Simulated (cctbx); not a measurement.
# Interatomic vectors of NdTeW2

Space group Ama2 (no. 40), a = 3.9590 Å, b = 24.3730 Å, c = 4.0610 Å, α = 90.00°, β = 90.00°, γ = 90.00°, content W8 Nd4 Te4.

Simulated single-crystal data (cctbx): Mo Kα, λ = 0.71073 Å, to d = 0.75 Å, 70 % of the full sphere, strongest reflection 70000 counts, noise from counting, a 4 % proportional error and a noise floor of 2 counts (s.d.); no absorption.

Patterson synthesis, origin scaled to 1000:

```text
Patterson group A m m m
      u       v       w   height  length (A)
  0.000   0.000   0.000   1000.0     0.00
  0.500   0.000   0.500    672.8     2.84
  0.000   0.137   0.500    530.0     3.91
  0.500   0.136   0.000    507.2     3.86
  0.000   0.235   0.000    254.2     5.73
  0.500   0.103   0.000    248.3     3.19
  0.000   0.098   0.500    242.3     3.14
  0.500   0.238   0.500    239.7     6.46
  0.500   0.229   0.000    170.0     5.93
  0.000   0.225   0.500    162.2     5.84
  0.000   0.126   0.000    119.5     3.08
  0.500   0.036   0.500    116.8     2.97
  0.500   0.163   0.500     94.2     4.88
  0.500   0.082   0.500     25.4     3.46
```

**Question.** Which atom pairs make the peaks, and where is the heaviest atom?

A peak at u stands for all pairs with xi − xj = u, with weight Σ ZiZj against Σ Z² = 69024 at the origin. Peak heights follow these weights only roughly, since form factors, motion and series ripples differ, all vectors within 0.55 Å of a peak are counted as merged into it though the farther ones add only part of their weight, and F(000) is left out, which lowers the whole map:

| u | v | w | shortest length (Å) | height | 1000 ΣZiZj/ΣZ² | pairs in the cell |
| --- | --- | --- | --- | --- | --- | --- |
| 0.500 | 0.000 | 0.500 | 2.84 | 673 | 635 | 8 × W–W |
| 0.000 | 0.137 | 0.500 | 3.91 | 530 | 540 | 4 × W–W, 4 × W–Te |
| 0.500 | 0.136 | 0.000 | 3.86 | 507 | 540 | 4 × W–W, 4 × W–Te |
| 0.000 | 0.235 | 0.000 | 5.73 | 254 | 257 | 4 × W–Nd |
| 0.500 | 0.103 | 0.000 | 3.20 | 248 | 257 | 4 × W–Nd |
| 0.000 | 0.098 | 0.500 | 3.13 | 242 | 257 | 4 × W–Nd |
| 0.500 | 0.238 | 0.500 | 6.46 | 240 | 257 | 4 × W–Nd |
| 0.500 | 0.229 | 0.000 | 5.92 | 170 | 223 | 4 × W–Te |
| 0.000 | 0.225 | 0.500 | 5.85 | 162 | 223 | 4 × W–Te |
| 0.000 | 0.126 | 0.000 | 3.07 | 120 | 181 | 4 × Nd–Te |

The table stops at ten peaks or at a height of 45, below which ripples compete. In the model behind the data W, the heaviest element, has 2 independent sites: (3/4, 0.5696, 0.9326) and (3/4, 0.9335, 0.9323), up to an allowed shift of origin; the W–W vectors are differences of these positions and their symmetry mates. The whole model:

```
atom  mult.    x       y       z  Ueq (Å²)
  W1      4  3/4  0.5696  0.9326    0.0081
  W2      4  3/4  0.9335  0.9323    0.0048
 Nd1      4  1/4  0.8320  0.9459    0.0085
 Te1      4  1/4  0.7047  0.9054    0.0119
```

The model is made up (kin elements in a known structure type, no relaxation), so it says nothing on whether the phase exists.

[Logs are printed without paths, hosts, clocks, repeated set-up lines and the standing remarks that a program may print on its own settings, such as how far it seeks lower states.]
